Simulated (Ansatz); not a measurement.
**What LiGeF3 (model cell, started as cubic perovskite with Ge in the octahedra) distorts into**

Aim: this structure of LiGeF3 (model cell, started as cubic perovskite with Ge in the octahedra) is to be tested for unstable modes, and one is followed downhill.

Calculated with Ansatz 0.2.0; DFT r2SCAN, scalar-relativistic, plane waves, PAW; PAW set soft_1.

This is a report of a sequence of runs, with most program output left out.

The structure was built from a prototype and need not be the compound's stable phase.

### 1. The starting structure

The structure is cubic, space group Pm-3m (No. 221). Conventional cell: a = 4.340 Å, b = 4.340 Å, c = 4.340 Å, α = 90.00°, β = 90.00°, γ = 90.00°. Li has 12 F at 3.07 Å nearest. Nearest to Ge lie 6 F at 2.17 Å. Nearest to F lie 2 Ge at 2.17 Å. Farther neighbours and most contacts between anions are not listed.

Coordinates:

```cif
data_structure
_symmetry_space_group_name_H-M 'Pm-3m'
_symmetry_Int_Tables_number 221
_cell_length_a 4.3401
_cell_length_b 4.3401
_cell_length_c 4.3401
_cell_angle_alpha 90.000
_cell_angle_beta 90.000
_cell_angle_gamma 90.000
_cell_volume 81.75
loop_
_atom_site_label
_atom_site_type_symbol
_atom_site_symmetry_multiplicity
_atom_site_Wyckoff_symbol
_atom_site_fract_x
_atom_site_fract_y
_atom_site_fract_z
_atom_site_occupancy
Li1 Li 1 a 0.00000 0.00000 0.00000 1
Ge1 Ge 1 b 0.50000 0.50000 0.50000 1
F1 F 3 c 0.50000 0.50000 0.00000 1
```

### 2. The dispersion

The cell comes from relaxations at this level that are not shown. Stability and thermal properties need the whole zone. Linear response on a 2×2×2 q mesh gives force constants as far as a supercell of that size would, and the tensors from the zone-centre run are typed in so that the long-range dipole term is interpolated apart.

Input file input.yaml:

```yaml
crystal:
  lattice:
    - [4.3400973773, 0.0, 0.0]
    - [0.0, 4.3400973773, 0.0]
    - [0.0, 0.0, 4.3400973773]
  atoms:
    - { symbol: Li, position: [0.0, 0.0, 0.0] }
    - { symbol: Ge, position: [0.5, 0.5, 0.5] }
    - { symbol: F, position: [0.5, 0.5, 0.0] }
    - { symbol: F, position: [0.5, 0.0, 0.5] }
    - { symbol: F, position: [0.0, 0.5, 0.5] }
kpoints:
  mp_grid: { grid: [12, 12, 12] }
hamiltonian:
  xc: r2scan
  pseudopotentials: { kind: paw, azcp: { folder: soft_1 } }
scf:
  occupations: { method: fixed }
output:
  eigenvalues: true
phonons:
  method: dfpt
  qmesh: [2, 2, 2]
  temperatures: { t_max: 1000, t_step: 50 }
  qpath:
    path:
      - [[0.0, 0.0, 0.0], [0.0, 0.5, 0.0], [0.5, 0.5, 0.0], [0.0, 0.0, 0.0], [0.5, 0.5, 0.5], [0.0, 0.5, 0.0]]
      - [[0.5, 0.5, 0.5], [0.5, 0.5, 0.0]]
    npoints: 10
  non_analytic_term:
    high_frequency_dielectric_tensor: [[3.4248, 0.0, 0.0], [0.0, 3.4248, 0.0], [0.0, 0.0, 3.4248]]
    born_effective_charges:
      - { species: Li, tensor: [[1.2413, 0.0, 0.0], [0.0, 1.2413, 0.0], [0.0, 0.0, 1.2413]] }
      - { species: Ge, tensor: [[3.7783, 0.0, 0.0], [0.0, 3.7783, 0.0], [0.0, 0.0, 3.7783]] }
      - { species: F, tensor: [[-0.3902, 0.0, 0.0], [0.0, -0.3902, 0.0], [0.0, 0.0, -4.2391]] }
      - { species: F, tensor: [[-0.3902, 0.0, 0.0], [0.0, -4.2391, 0.0], [0.0, 0.0, -0.3902]] }
      - { species: F, tensor: [[-4.2391, 0.0, 0.0], [0.0, -0.3902, 0.0], [0.0, 0.0, -0.3902]] }
    source: "zone-centre run at this cell"
```

On the command line:

```bash
$ ansatz run input.yaml --threads 8 --pin off --max-ram 16384MiB --backend cpu --events-out ev --progress --plain --runs-dir out
```

Wall time 10 min (8 threads of AMD EPYC 7B13 (Zen 3), shared host); peak memory 10 GiB.

Numbers from this step:

| Quantity | Value |
| --- | --- |
| gap on the k-mesh | 1.426 eV |
| volume per atom | 16.35 Å³ |
| sum-rule residual before enforcement | 2.25e-4 eV/Å² |
| lowest frequency on the path | -308.1 cm⁻¹ |
| point group | m-3m |
| highest frequency on the path or at a solved wavevector | 425.9 cm⁻¹ |
| highest optical mode at the zone centre (no LO-TO term) | 155.4 cm⁻¹ |
| lowest optical zone-centre mode | -308.1 cm⁻¹ |
| lowest mode on the q mesh (acoustic modes at Γ apart) | -308.1 cm⁻¹ |

Frequencies (cm⁻¹) solved at each irreducible wavevector; negative means imaginary. Frequencies by wavevector, by row:

```
q in reciprocal lattice units  star  mode 1  mode 2  mode 3  mode 4  mode 13  mode 14  mode 15
                        0 0 0     1  -308.1  -308.1  -308.1  -216.5    155.4    155.4    155.4
                     0 0 -0.5     3  -295.6  -295.6  -206.8  -206.8    137.1    255.9    415.3
                  0 -0.5 -0.5     3  -283.1  -202.5  -202.5  -182.2    271.4    297.2    414.4
               -0.5 -0.5 -0.5     1  -217.2  -217.2  -217.2  -141.4    296.7    296.7    425.9
```

Interpolated from a 2×2×2 q mesh, rough between the solved points, with the LO-TO term (at Γ the limit along the path; where Γ stands inside the path, tables give the limit on arrival). Phonon branches along the path, in cm⁻¹:

```
    point  branch 1  branch 2  branch 3  branch 4  branch 12  branch 13  branch 14  branch 15
        Γ      -308      -308      -263      -216        137        155        155        419
  halfway      -302      -302      -212      -212        139        139        193        418
        X      -296      -296      -207      -207        104        137        256        415
  halfway      -290      -204      -196      -151        174        213        264        407
        M      -283      -202      -202      -182        271        271        297        414
  halfway      -296      -206      -204      -174        139        175        216        395
        Γ      -308      -308      -263      -216        137        155        155        419
  halfway      -207      -207      -165      -165        180        204        204        377
        R      -217      -217      -217      -141        212        297        297        426
  halfway      -211      -195      -182      -153        186        219        257        400
        X      -296      -296      -207      -207        104        137        256        415
jump to R      -217      -217      -217      -141        212        297        297        426
  halfway      -209      -209      -203      -141        254        254        297        413
        M      -283      -202      -202      -182        271        271        297        414
```

Symmetry leaves 4 wavevectors to solve. The lowest mode among them, the acoustic zeros apart, lies at Γ and is imaginary, 308.1i cm⁻¹, so the energy falls along it.

### 3. The mode frozen in, largest atomic shift 0 Å

The mode followed lies at Γ with frequency 308.1i cm⁻¹ and is 3-fold degenerate, the softest among the wavevectors solved. At small amplitude the distorted cell has space group no. 160 by a symmetry search on the positions. The undistorted cell that holds it gives the zero of energy on the same k mesh.

input.yaml, the sections that differ from step 2:

```yaml
scf:
  occupations: { method: gaussian, width: 0.02 }
output:
  forces: true
  stress: true
  eigenvalues: true
# crystal, kpoints, hamiltonian: as in step 2
# phonons: removed
```

Run time: 2.8 s. Hardware: 8 threads; peak memory 0.72 GiB.

Numbers from this step:

- pressure: 0.001262 GPa
- energy from the undistorted cell: 0 meV/atom

At this level the gap is 1.43 eV on the k-mesh of the self-consistent run, which can miss the band edges.

### 4. The mode frozen in, largest atomic shift 0.32 Å

The atoms are moved along the unstable eigenvector, the largest shift by 0.32 Å, with the cell fixed.

input.yaml, the sections that differ from step 3:

```yaml
crystal:
  lattice:
    - [4.3400973773, 0.0, 0.0]
    - [0.0, 4.3400973773, 0.0]
    - [0.0, 0.0, 4.3400973773]
  atoms:
    - { symbol: Li, position: [0.0124484235, -0.0124484235, -0.0124484235] }
    - { symbol: Ge, position: [0.4909455084, 0.5090544916, 0.5090544916] }
    - { symbol: F, position: [0.4807681275, 0.5192318725, -0.0685313071] }
    - { symbol: F, position: [0.4807681275, -0.0685313071, 0.5192318725] }
    - { symbol: F, position: [0.0685313071, 0.5192318725, 0.5192318725] }
# kpoints, hamiltonian, scf, output: as in step 3
```

Run time: 8.1 s. Hardware: 8 threads; peak memory 0.84 GiB.

This step gave:

```yaml
pressure: 5.434 GPa
gap_on_the_k_mesh: 2.575 eV
energy_from_the_undistorted_cell: -72.20 meV/atom
```

The energy, extrapolated to zero smearing, is -72.20 meV/atom against the undistorted cell.

The run ends at a pressure of 5.43 GPa, with forces up to 1.3 eV/Å.

### 5. Energy along the mode, all amplitudes (two of the runs are shown above)

An imaginary frequency means negative curvature, so the energy should fall and then rise again as anharmonic terms take over.

This step gave:

| Property | Result |
| --- | --- |
| depth at the lowest point sampled | 72.20 meV/atom |
| largest atomic shift at that point | 0.32 Å |

The energy from the parent by largest atomic shift:

```
largest atomic shift (Å)  energy from the parent (meV/atom)
                   0.000                                  0
                   0.040                              -3.35
                   0.080                              -12.8
                   0.140                              -35.1
                   0.220                              -66.7
                   0.320                              -72.2
                   0.450                               93.4
```

Displacement at unit largest shift by atom:

```
atom   x (Å)   y (Å)   z (Å)   size
 Li1   0.169  -0.169  -0.169  0.293
 Ge2  -0.123   0.123   0.123  0.213
  F3  -0.261   0.261  -0.929  1.000
  F4  -0.261  -0.929   0.261  1.000
  F5   0.929   0.261   0.261  1.000
```

The lowest of the steps tried is at 0.32 Å, 72.2 meV/atom below the parent; the bottom of the well need not coincide with a step.

### 6. Relaxing from the distorted cell

Starting from the lowest point found, all atoms and the cell are let go, so that strain and other modes of the same symmetry can join in.

Changes to input.yaml since step 4:

```diff
@@ -17,3 +17,3 @@
 scf:
-  occupations: { method: gaussian, width: 0.02 }
+  occupations: { method: fixed }
 output:
@@ -22 +22,6 @@
   eigenvalues: true
+relax:
+  adjacent_minimum: "off"
+  f_tol: 0.002
+  max_steps: 120
+  cell: { stress_tol: 0.03 }
```

It took 2.5 min on 8 threads; peak memory 0.94 GiB; 19 min of CPU time.

Relaxation path:

```
step  energy less that of the first step (eV)  largest force component (eV/Å)  pressure (GPa)  volume (Å³)
   1                                   0.0000                          0.7339            5.43        81.75
   2                                  -0.2624                          0.3795            1.50        88.14
   3                                  -0.6019                          0.3986            0.15        89.27
   4                                  -0.9605                          0.4291            0.11        88.68
   5                                  -1.2088                          0.3704            1.17        86.97
   6                                  -1.2822                          0.3687            0.70        84.97
   7                                  -1.3697                          0.1607           -0.95        81.71
   8                                  -1.4282                          0.2749           -1.24        77.60
   9                                  -1.3654                          0.5581            3.26        72.89
  10                                  -1.4416                          0.0780            0.06        76.83
  11                                  -1.4441                          0.0117           -0.07        76.47
  12                                  -1.4448                          0.0110            0.01        76.02
  13                                  -1.4448                          0.0012           -0.01        76.11
 14*                                  -1.4534                          0.0040            0.24        76.11
  15                                  -1.4544                          0.0211            0.11        76.62
  16                                  -1.4548                          0.0058            0.00        77.54
  17                                  -1.4548                          0.0018            0.01        77.67
 18*                                  -1.4557                          0.0011            0.00        77.67
```

Relaxation steps marked * repeat the geometry before them on a plane-wave basis chosen anew for their cell, so energy and pressure can jump there. Relaxation step 9 was tried and not accepted.

Forces are held to the 6 operations that the run works with; a distortion that breaks them can't arise in this run.

```
     cell as run  before   after   change
           a (Å)   4.340   4.487   +3.4 %
           b (Å)   4.340   4.487   +3.4 %
           c (Å)   4.340   4.487   +3.4 %
           α (°)   90.00  105.74  +17.5 %
           β (°)   90.00   74.26  -17.5 %
           γ (°)   90.00   74.26  -17.5 %
volume (Å³/atom)   16.35   15.53   -5.0 %
```

The atoms that moved most (Å, as changes of fractional coordinates times the final cell):

```csv
atom,dx,dy,dz,length
F5,0.130,0.204,0.204,0.317
F4,-0.204,-0.130,0.204,0.317
F3,-0.204,0.204,-0.130,0.317
Ge2,0.143,-0.143,-0.143,0.247
Li1,0.135,-0.135,-0.135,0.234
```

The relaxed structure:

```xyz
5
Lattice="4.3843 0.6750 0.6750 0.6750 4.3843 -0.6750 0.6750 -0.6750 4.3843" Properties=species:S:1:pos:R:3 pbc="T T T"
Li    0.1728   -0.1728   -0.1728
Ge    2.9825    2.0767    2.0767
F     2.2080    2.8513   -0.4566
F     2.2080   -0.4566    2.8513
F     1.1316    2.1763    2.1763
```

This step gave:

- pressure: -0.002891 GPa
- gap on the k-mesh: 5.719 eV
- volume per atom: 15.53 Å³

The distorted start has space group R3m; the relaxation ends in R3m.

### 7. The new phase in its own primitive cell

The relaxed structure is symmetrised, reduced to its primitive cell and relaxed tightly, as its phonons need.

input.yaml, the sections that differ from step 6:

```yaml
crystal:
  lattice:
    - [3.5774153432, 2.0654217114, 1.7518937968]
    - [-3.5774153432, 2.0654217114, 1.7518937968]
    - [0.0, -4.1308434228, 1.7518937968]
  atoms:
    - { symbol: Li, position: [0.0569524833, 0.0569524833, 0.0569524833] }
    - { symbol: Ge, position: [0.5380272456, 0.5380272456, 0.5380272456] }
    - { symbol: F, position: [0.4282169162, 0.0820479327, 0.4282169162] }
    - { symbol: F, position: [0.0820479327, 0.4282169162, 0.4282169162] }
    - { symbol: F, position: [0.4282169162, 0.4282169162, 0.0820479327] }
kpoints:
  mp_grid: { grid: [6, 6, 6] }
relax:
  adjacent_minimum: "off"
  f_tol: 0.001
  max_steps: 60
  cell: { stress_tol: 0.01 }
# hamiltonian, scf, output: as in step 6
```

It took 6.9 s on 8 threads; peak memory 0.7 GiB.

Little changed from the start: no atom moved by 0.005 Å and no cell edge by 0.1 %.

This step gave:

```yaml
pressure: 8.27e-5 GPa
gap_on_the_k_mesh: 5.724 eV
direct_gap_on_mesh: 5.967 eV
```

The largest force component left is 0.61 meV/Å and the pressure is 0.000 GPa, within the tolerances set. The cell now holds 15.53 Å³/atom.

(Part 1 of 2 ends here.)

[Logs are printed without paths, hosts, clocks, repeated set-up lines and the standing remarks that a program may print on its own settings, such as how far it seeks lower states.]

[Hosts, paths, dates, database ids (printed as entryN), source tags and the programs' standing remarks are cut or masked in the printed files.]
